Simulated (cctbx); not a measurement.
**A crystallographic session in cctbx: CoSnTe**

Library: cctbx 2025.11. The data are simulated by the first script.

## 1. Simulate the data

run.py:

```python
from cctbx import adptbx, crystal, miller, sgtbx, xray
from cctbx.array_family import flex
from iotbx.shelx import hklf
from scitbx import matrix
import scitbx.random

cs = crystal.symmetry(unit_cell=(6.436, 6.461, 11.52, 90, 90, 90), space_group_symbol='Hall: -P 2ac 2ab')  # Pbca
atoms = [  # label, site, U (iso, or U11 U22 U33 U12 U13 U23 in A^2), occupancy
    ("Te1", (0.115, 0.4835, 0.3255), (0.0343, 0.0119, 0.0118, 0.0048, -0.0048, -0.0009), 1),
    ("Sn1", (0.1624, 0.2762, 0.0693), (0.0193, 0.0180, 0.0099, 0.0059, -0.0013, -0.0032), 1),
    ("Co1", (0.4994, 0.6063, 0.3882), (0.0207, 0.0212, 0.0305, 0.0000, 0.0006, 0.0014), 1),
]
xs = xray.structure(crystal_symmetry=cs)
for label, site, u, occ in atoms:
    u = adptbx.u_cif_as_u_star(cs.unit_cell(), u) if isinstance(u, tuple) else u
    xs.add_scatterer(xray.scatterer(label, site=site, u=u, occupancy=occ))
xs.set_inelastic_form_factors(0.56087, "sasaki")
xs.show_summary()
p1 = xs.expand_to_p1()
ms = miller.build_set(p1, anomalous_flag=True, d_min=0.84)
flex.set_random_seed(681840)
scitbx.random.set_random_seed(681840)
ms = ms.select(flex.random_double(ms.size()) < 0.7)
i = ms.structure_factors_from_scatterers(p1, algorithm="direct").f_calc().as_intensity_array().data()
i = i * 20000 / flex.max(i)
sig = flex.sqrt(i + flex.pow2(0.04 * i) + 15 ** 2)
noise = scitbx.random.variate(scitbx.random.normal_distribution())(i.size())
data = ms.array(data=i + sig * noise, sigmas=sig).set_observation_type_xray_intensity()
with open("data.hkl", "w") as f:
    data.export_as_shelx_hklf(f)
print("reflections written:", data.size(), " <I/sigma> = %.1f" % flex.mean(data.data() / data.sigmas()))
for h, a, b in list(data.sort("data"))[:12]:
    print("%4d%4d%4d %9.1f %7.1f" % (h + (a, b)))
```

```console
$ python run.py
```

```text
Number of scatterers: 3
At special positions: 0
Unit cell: (6.436, 6.461, 11.52, 90, 90, 90)
Space group: P b c a (No. 61)
reflections written: 2360  <I/sigma> = 10.0
   1   0   4   20817.3   812.5
   0   2   6   19942.3   721.5
  -1   0   4   19855.0   812.5
   1   0  -4   19704.3   812.5
   0   2  -6   18247.7   721.5
   0  -2   6   16156.5   721.5
   0  -2   2   13364.5   536.4
   0  -2  -2   13345.1   536.4
   0   2  -2   13185.7   536.4
   0   2   2   13151.4   536.4
   1   2   2   12121.5   482.4
   1  -2  -2   11791.5   482.4
```

It took 0.39 s on 1 thread of Arm Neoverse N1 (shared host), peak memory 0.07 GiB.

## 2. Symmetry

run.py:

```python
from cctbx import crystal, sgtbx, statistics
from cctbx.array_family import flex
from iotbx.shelx import hklf

p1 = crystal.symmetry(unit_cell=(6.436, 6.461, 11.52, 90, 90, 90), space_group_symbol="P 1")
raw = hklf.reader(file_name="data.hkl").as_miller_arrays(crystal_symmetry=p1, anomalous=True)[0]
print(raw.size(), "reflections to d = %.3f A" % raw.d_min())
isig = raw.data() / raw.sigmas()
print("centring   violations  <I/sigma> of those")
best = "P"
for c in "ABCIRF":
    a = raw.customized_copy(space_group_info=sgtbx.space_group_info("Hall: %s 1" % c)).sys_absent_flags().data()
    m = flex.mean(isig.select(a))
    print("%5s %10d of %5d %8.1f" % (c, (isig.select(a) > 4).count(True), a.count(True), m))
    if (isig.select(a) > 4).count(True) < 0.01 * a.count(True):
        best = c
raw = raw.select(~raw.customized_copy(space_group_info=sgtbx.space_group_info("Hall: %s 1" % best)).sys_absent_flags().data())
isig = raw.data() / raw.sigmas()
rows = []
for s in sgtbx.space_group_symbol_iterator():
    g = sgtbx.space_group(s)
    if g.conventional_centring_type_symbol() != best or not g.is_compatible_unit_cell(p1.unit_cell(), 1e-3, 0.02):
        continue
    rows.append((s, g))
print("Laue class    unique    Rint  (classes that these axes allow; Friedel mates merged)")
rint = {}
for s, g in rows:
    laue = g.build_derived_patterson_group()
    key = laue.type().hall_symbol()
    if key not in rint:
        m = raw.customized_copy(space_group_info=laue.info(), anomalous_flag=False).merge_equivalents()
        rint[key] = m.r_int()
        print("%-14s %6d %7.3f" % (laue.type().lookup_symbol(), m.array().size(), m.r_int()))
floor = min(rint.values())
good = [(s, g) for s, g in rows if rint[g.build_derived_patterson_group().type().hall_symbol()] < 2 * floor + 0.03]
top = max(g.build_derived_patterson_group().order_z() for s, g in good)
print("space group    extra absences  I>4sigma  <I/sigma>")
for s, g in good:
    laue = g.build_derived_patterson_group()
    if laue.order_z() != top:
        continue
    a = raw.customized_copy(space_group_info=g.info()).sys_absent_flags().data()
    a &= ~raw.customized_copy(space_group_info=laue.info()).sys_absent_flags().data()
    bad = (isig.select(a) > 4).count(True)
    if bad <= 0.03 * a.count(True):
        print("%-16s %8d %10d %9s  %s" % (s.universal_hermann_mauguin(), a.count(True), bad, "%.1f" % flex.mean(isig.select(a)) if a.count(True) else "-", "centric" if g.is_centric() else "acentric"))
laue = max(good, key=lambda t: t[1].build_derived_patterson_group().order_z())[1].build_derived_patterson_group()
f = raw.customized_copy(space_group_info=laue.info(), anomalous_flag=False).merge_equivalents().array().eliminate_sys_absent().f_sq_as_f()
f.set_observation_type_xray_amplitude()
bins = max(3, min(8, f.size() // 12))
f.setup_binner(n_bins=bins)
w = statistics.wilson_plot(f, {e: n / laue.order_z() for e, n in {'Te': 8.0, 'Sn': 8.0, 'Co': 8.0}.items()}, e_statistics=True)
print("Wilson B = %.2f A^2   <|E^2-1|> = %.3f (0.968 centric, 0.736 acentric)   E^2>4: %.1f %%" % (w.wilson_b, w.mean_e_sq_minus_1, w.percent_e_sq_gt_2))
print("shell (A)         n   <I/sigma>")
m = raw.customized_copy(space_group_info=laue.info(), anomalous_flag=False).merge_equivalents().array().eliminate_sys_absent()
for b in m.setup_binner(n_bins=bins).range_used():
    sel = m.binner().selection(b)
    print("%5.2f - %4.2f %6d %8.1f" % (min(m.binner().bin_d_range(b)[0] if m.binner().bin_d_range(b)[0] > 0 else 99, 99), m.binner().bin_d_range(b)[1], sel.count(True), flex.mean((m.data() / m.sigmas()).select(sel))))
```

```console
$ python run.py
```

```text
2360 reflections to d = 0.843 A
centring   violations  <I/sigma> of those
    A        685 of  1201      8.2
    B        721 of  1174      9.8
    C        712 of  1185      9.2
    I        762 of  1194     10.2
    R        990 of  1571      9.7
    F       1059 of  1780      9.0
Laue class    unique    Rint  (classes that these axes allow; Friedel mates merged)
P -1             1551   0.030
P 1 2/m 1         907   0.034
P 1 1 2/m         887   0.035
P 2/m 1 1         913   0.034
P m m m           533   0.038
space group    extra absences  I>4sigma  <I/sigma>
P 2 2 2                 0          0         -  acentric
P 2 2 21                7          0       0.0  acentric
P 21 2 2                4          0       0.3  acentric
P 2 21 2                7          0       0.3  acentric
P 21 21 2              11          0       0.3  acentric
P 2 21 21              14          0       0.2  acentric
P 21 2 21              11          0       0.1  acentric
P 21 21 21             18          0       0.2  acentric
P m m 2                 0          0         -  acentric
P 2 m m                 0          0         -  acentric
P m 2 m                 0          0         -  acentric
P m c 21              124          0      -0.0  acentric
P 21 m a               72          0       0.0  acentric
P b 21 m              119          0       0.0  acentric
P b m 2               119          0       0.0  acentric
P 2 c m               124          0      -0.0  acentric
P m 2 a                72          0       0.0  acentric
P b c 21              243          0      -0.0  acentric
P 21 c a              196          0      -0.0  acentric
P b 21 a              191          0       0.0  acentric
P m m m                 0          0         -  centric
P m m a                72          0       0.0  centric
P b m m               119          0       0.0  centric
P m c m               124          0      -0.0  centric
P b c m               243          0      -0.0  centric
P m c a               196          0      -0.0  centric
P b m a               191          0       0.0  centric
P b c a               315          0      -0.0  centric
Wilson B = 1.85 A^2   <|E^2-1|> = 0.911 (0.968 centric, 0.736 acentric)   E^2>4: 2.8 %
shell (A)         n   <I/sigma>
11.52 - 1.69     78     20.9
 1.69 - 1.34     66     20.1
 1.34 - 1.17     74     20.7
 1.17 - 1.06     58     19.1
 1.06 - 0.99     69     18.8
 0.99 - 0.93     54     20.3
 0.93 - 0.88     69     15.5
 0.88 - 0.84     65     14.1
```

Time: 0.55 s.

## 3. Patterson map

run.py:

```python
from cctbx import crystal, maptbx
from iotbx.shelx import hklf

cs = crystal.symmetry(unit_cell=(6.436, 6.461, 11.52, 90, 90, 90), space_group_symbol='Hall: -P 2ac 2ab')  # Pbca
raw = hklf.reader(file_name="data.hkl").as_miller_arrays(crystal_symmetry=cs, anomalous=True)[0]
merged = raw.eliminate_sys_absent().merge_equivalents()
fo2 = merged.array().set_observation_type_xray_intensity()
f = fo2.average_bijvoet_mates().f_sq_as_f()
pm = f.patterson_map(symmetry_flags=maptbx.use_space_group_symmetry, sharpening=True, resolution_factor=0.25)
peaks = pm.peak_search(parameters=maptbx.peak_search_parameters(min_distance_sym_equiv=0.4, max_clusters=14)).all()
top = peaks.heights()[0]
print("Patterson group", f.patterson_symmetry().space_group_info())
print("      u       v       w   height  length (A)")
for x, h in zip(peaks.sites(), peaks.heights()):
    y = [t - round(t) for t in x]
    print("%7.3f %7.3f %7.3f %8.1f %8.2f" % (x + (1000 * h / top, cs.unit_cell().length(y))))
```

```console
$ python run.py
```

```text
Patterson group P m m m
      u       v       w   height  length (A)
  0.000   0.000   0.000   1000.0     0.00
  0.000   0.500   0.500    342.9     6.60
  0.500   0.000   0.145    307.0     3.62
  0.199   0.500   0.000    251.8     3.47
  0.500   0.000   0.363    225.8     5.27
  0.000   0.038   0.500    197.8     5.77
  0.000   0.233   0.248    197.4     3.23
  0.222   0.272   0.248    171.0     3.64
  0.269   0.000   0.500    168.1     6.01
  0.500   0.500   0.354    146.0     6.11
  0.500   0.204   0.110    118.4     3.70
  0.500   0.266   0.391    110.1     5.79
  0.161   0.429   0.500    109.9     6.48
  0.282   0.289   0.113    109.7     2.91
```

Time: 0.43 s.

## 4. Charge flipping

run.py:

```python
import itertools
from cctbx import crystal, maptbx
from cctbx.array_family import flex
from iotbx.shelx import hklf
from smtbx.ab_initio import charge_flipping as cf

cs = crystal.symmetry(unit_cell=(6.436, 6.461, 11.52, 90, 90, 90), space_group_symbol='Hall: -P 2ac 2ab')  # Pbca
raw = hklf.reader(file_name="data.hkl").as_miller_arrays(crystal_symmetry=cs, anomalous=True)[0]
merged = raw.eliminate_sys_absent().merge_equivalents()
fo2 = merged.array().set_observation_type_xray_intensity()
f = fo2.average_bijvoet_mates().f_sq_as_f().resolution_filter(d_min=0.84)
p1 = f.expand_to_p1()
p1.setup_binner_counting_sorted(reflections_per_bin=max(40, p1.size() // 12))
work = p1.array(data=p1.data() / p1.amplitude_quasi_normalisations().data())
flex.set_random_seed(27307)
it = cf.weak_reflection_improved_iterator(delta=None, weak_reflection_fraction=0.2)
it.start(work, phases=flex.random_double(p1.size()) * 6.2832, f_000=0)
it.delta = 1.1 * it.rho_map.sigma()
print("cycle      R  skewness")
for n, st in enumerate(itertools.islice(it, 150)):
    if n % 12 == 0:
        print("%5d %6.3f %8.2f" % (n, st.r1_factor(), st.rho_map.skewness()))
rho = p1.phase_transfer(it.f_calc).fft_map().apply_volume_scaling()
polish = cf.low_density_elimination_iterator(constant_rho_c=rho.sigma())
polish.start(f_obs=p1, phases=it.f_calc, f_000=0)
for _ in range(8):
    next(polish)
print("origin shift          correlation  skewness")
maps = []
for fc, shift, cc in itertools.islice(cf.f_calc_symmetrisations(f, polish.f_calc, 0), 4):
    m = f.phase_transfer(fc).fft_map(symmetry_flags=maptbx.use_space_group_symmetry, resolution_factor=0.25).apply_sigma_scaling()
    maps.append((m.skewness(), cc, m))
    print("%6.3f %6.3f %6.3f %10.3f %9.2f" % (tuple(shift) + (cc, m.skewness())))
skew, cc, m = max((t for t in maps if t[1] > maps[0][1] - 0.04), key=lambda t: t[0])
print("taken: symmetry correlation %.3f, skewness %.2f" % (cc, skew))
peaks = m.peak_search(parameters=maptbx.peak_search_parameters(min_distance_sym_equiv=0.9, max_clusters=8)).all()
sps = cs.special_position_settings(min_distance_sym_equiv=0.5)
print("peak      x       y       z  mult  height/sigma")
for k, (x, h) in enumerate(zip(peaks.sites(), peaks.heights())):
    ss = sps.site_symmetry(x)
    print("Q%-3d %7.4f %7.4f %7.4f %4d %8.1f" % ((k + 1,) + tuple(t % 1 for t in ss.exact_site()) + (ss.multiplicity(), h)))
```

```console
$ python run.py
```

```text
cycle      R  skewness
    0  0.604     0.24
   12  0.548     1.10
   24  0.549     1.34
   36  0.530     1.55
   48  0.537     1.85
   60  0.518     2.21
   72  0.520     2.17
   84  0.527     2.34
   96  0.491     2.69
  108  0.488     2.77
  120  0.500     2.80
  132  0.488     2.79
  144  0.498     2.67
origin shift          correlation  skewness
 0.075  0.442  0.474      0.784      0.72
 0.008  0.229  0.062      0.780      0.82
 0.423 -0.011  0.310      0.778      0.95
 0.084  0.444  0.224      0.777      1.12
taken: symmetry correlation 0.777, skewness 1.12
peak      x       y       z  mult  height/sigma
Q1    0.1676  0.9866  0.8174    8      6.6
Q2    0.1291  0.7363  0.0747    8      5.0
Q3    0.0249  0.7351  0.4518    8      3.9
Q4    0.0738  0.1594  0.2410    8      3.0
Q5    0.1611  0.6934  0.7515    8      2.9
Q6    0.2204  0.0211  0.2118    8      2.6
Q7    0.0297  0.5942  0.5383    8      2.4
Q8    0.9929  0.2474  0.3194    8      2.3
```

Time: 0.57 s.

## 5. Refinement (model from the peaks)

run.py:

```python
import math
from cctbx import adptbx, crystal, maptbx, sgtbx, xray
from cctbx.array_family import flex
from cctbx.xray import observations
from iotbx.shelx import hklf
from scitbx.lstbx import normal_eqns_solving
from smtbx import absolute_structure, utils
from smtbx.refinement import constraints, least_squares

cs = crystal.symmetry(unit_cell=(6.436, 6.461, 11.52, 90, 90, 90), space_group_symbol='Hall: -P 2ac 2ab')  # Pbca
atoms = [  # label, site, U (iso, or U11 U22 U33 U12 U13 U23 in A^2), occupancy
    ("Sn1", (0.1676, 0.9866, 0.8174), 0.0200, 1),
    ("Te1", (0.1291, 0.7363, 0.0747), 0.0200, 1),
    ("Co1", (0.0249, 0.7351, 0.4518), 0.0200, 1),
]
xs = xray.structure(crystal_symmetry=cs)
for label, site, u, occ in atoms:
    u = adptbx.u_cif_as_u_star(cs.unit_cell(), u) if isinstance(u, tuple) else u
    xs.add_scatterer(xray.scatterer(label, site=site, u=u, occupancy=occ))
xs.set_inelastic_form_factors(0.56087, "sasaki")
raw = hklf.reader(file_name="data.hkl").as_miller_arrays(crystal_symmetry=cs, anomalous=True)[0]
merged = raw.eliminate_sys_absent().merge_equivalents()
fo2 = merged.array().set_observation_type_xray_intensity()
print("Rint %.3f, %d unique reflections to %.2f A" % (merged.r_int(), fo2.size(), fo2.d_min()))
for sc in xs.scatterers():
    sc.flags.set_grad_site(True)
    sc.flags.set_grad_u_aniso(sc.flags.use_u_aniso())
    sc.flags.set_grad_u_iso(sc.flags.use_u_iso())
obs = fo2.as_xray_observations()
extra = {}
rep = constraints.reparametrisation(xs, [], utils.connectivity_table(xs), **extra)
ls = least_squares.crystallographic_ls(obs, rep, weighting_scheme=least_squares.mainstream_shelx_weighting(a=0, b=0))
print("cycle     R1     wR2    GooF  max shift (A)")
for cycle in range(6):
    ls.build_up()
    r1, wr2, goof = ls.r1_factor(cutoff_factor=2)[0], ls.wR2(), ls.goof()
    old = xs.sites_cart()
    normal_eqns_solving.levenberg_marquardt_iterations(ls, n_max_iterations=3, tau=0.0001, step_threshold=1e-7)
    big = flex.max((xs.sites_cart() - old).norms())
    print("%4d %7.4f %7.4f %7.3f %9.5f" % (cycle + 1, r1, wr2, goof, big))
    ls.build_up(objective_only=True)
    if abs(ls.wR2() - wr2) < 5e-5 and big < 5e-4:
        break
ls.build_up()
print("final R1 %.4f wR2 %.4f GooF %.3f  parameters %d  data/parameter %.1f" % (ls.r1_factor(cutoff_factor=2)[0], ls.wR2(), ls.goof(), ls.n_parameters, fo2.size() / ls.n_parameters))
cov = ls.covariance_matrix_and_annotations()
su = dict(zip(cov.annotations, (math.sqrt(max(v, 0)) for v in cov.matrix.matrix_packed_u_diagonal())))
a2 = cs.unit_cell().reciprocal_parameters()[0] ** -2
print("atom        x        y        z      Ueq    occ   su(xyz)  su(Uiso or U11)")
for sc in xs.scatterers():
    s = max(su.get(sc.label + k, 0) for k in (".x", ".y", ".z"))
    npd = "" if sc.is_positive_definite_u(cs.unit_cell()) else "  NPD"
    print("%-5s %8.5f %8.5f %8.5f %8.4f %6.3f %8.5f %7.4f%s" % ((sc.label,) + sc.site + (sc.u_iso_or_equiv(cs.unit_cell()), sc.occupancy, s, su.get(sc.label + ".uiso", su.get(sc.label + ".u11", 0) * a2), npd)))
fo = fo2.f_sq_as_f()
fc = fo.structure_factors_from_scatterers(xs, algorithm="direct").f_calc()
diff = fo.f_obs_minus_f_calc(1 / math.sqrt(ls.scale_factor()), fc).average_bijvoet_mates()
m = diff.fft_map(symmetry_flags=maptbx.use_space_group_symmetry, resolution_factor=0.25).apply_volume_scaling()
print("difference map: max %.2f min %.2f rms %.2f" % (m.statistics().max(), m.statistics().min(), m.statistics().sigma()))
peaks = m.peak_search(parameters=maptbx.peak_search_parameters(min_distance_sym_equiv=0.6, max_clusters=5)).all()
near = xs.closest_distances(peaks.sites(), distance_cutoff=4)
sps = cs.special_position_settings(min_distance_sym_equiv=0.5)
for k, (x, h) in enumerate(zip(peaks.sites(), peaks.heights())):
    ss = sps.site_symmetry(x)
    print("Q%-3d %7.4f %7.4f %7.4f %4d %7.2f  %.2f A from %s" % ((k + 1,) + tuple(t % 1 for t in ss.exact_site()) + (ss.multiplicity(), h, near.smallest_distances[k], xs.scatterers()[near.i_seqs[k]].label)))
```

```console
$ python run.py
```

```text
Rint 0.036, 421 unique reflections to 0.84 A
cycle     R1     wR2    GooF  max shift (A)
   1  0.6139  0.8856  26.185   0.27039
   2  0.5087  0.8089  23.917   0.03591
   3  0.5055  0.8064  23.842   0.02135
   4  0.5025  0.8052  23.807   0.01984
   5  0.4998  0.8041  23.775   0.02286
   6  0.4970  0.8028  23.737   0.02568
final R1 0.4929 wR2 0.8013 GooF 23.693  parameters 12  data/parameter 35.1
atom        x        y        z      Ueq    occ   su(xyz)  su(Uiso or U11)
Sn1    0.14391  0.97969  0.82208   0.0115  1.000  0.00288  0.0047
Te1    0.10270  0.72642  0.07020   0.0124  1.000  0.00298  0.0053
Co1    0.07299  0.73074  0.43371   0.0059  1.000  0.00519  0.0078
difference map: max 88.63 min -63.60 rms 11.69
Q1    0.1168  0.9886  0.8259    8   94.60  0.19 A from Sn1
Q2    0.1253  0.7219  0.0727    8   86.24  0.15 A from Te1
Q3    0.2244  0.1144  0.8938    8   44.06  1.31 A from Sn1
Q4    0.2300  0.6137  0.6172    8   42.50  1.42 A from Te1
Q5    0.0207  0.1145  0.6147    8   33.83  1.29 A from Co1
```

Time: 0.8 s.

Figures of merit this high mean that the model is still wrong or incomplete.

## 6. Charge flipping

run.py, as its changes from the last script of this kind:

```diff
@@ -13,3 +13,2 @@
-p1.setup_binner_counting_sorted(reflections_per_bin=max(40, p1.size() // 12))
-work = p1.array(data=p1.data() / p1.amplitude_quasi_normalisations().data())
-flex.set_random_seed(27307)
+work = p1
+flex.set_random_seed(27308)
@@ -20,2 +19,2 @@
-for n, st in enumerate(itertools.islice(it, 150)):
-    if n % 12 == 0:
+for n, st in enumerate(itertools.islice(it, 300)):
+    if n % 25 == 0:
```

```console
$ python run.py
```

```text
cycle      R  skewness
    0  0.633     0.33
   25  0.282     4.16
   50  0.268     3.83
   75  0.258     3.79
  100  0.259     3.85
  125  0.258     3.79
  150  0.265     3.79
  175  0.243     3.71
  200  0.248     3.80
  225  0.246     3.70
  250  0.242     3.69
  275  0.253     3.67
origin shift          correlation  skewness
 0.378  0.332  0.195      0.791      0.67
 0.211  0.435  0.006      0.781      0.60
 0.208  0.433  0.258      0.763      0.79
 0.201  0.462  0.194      0.762      0.80
taken: symmetry correlation 0.762, skewness 0.80
peak      x       y       z  mult  height/sigma
Q1    0.1008  0.1059  0.7512    8      5.3
Q2    0.2522  0.0355  0.0719    8      5.0
Q3    0.2123  0.6643  0.3324    8      4.1
Q4    0.0039  0.2001  0.3148    8      4.1
Q5    0.0748  0.0912  0.5898    8      3.4
Q6    0.2086  0.0131  0.8020    8      3.0
Q7    0.0346  0.6053  0.4589    8      3.0
Q8    0.9941  0.2633  0.4791    8      3.0
```

It took 0.67 s on 1 thread of Arm Neoverse N1, on a shared host, peak memory 0.08 GiB.

[Logs are printed without paths, hosts, clocks, repeated set-up lines and the standing remarks that a program may print on its own settings, such as how far it seeks lower states.]
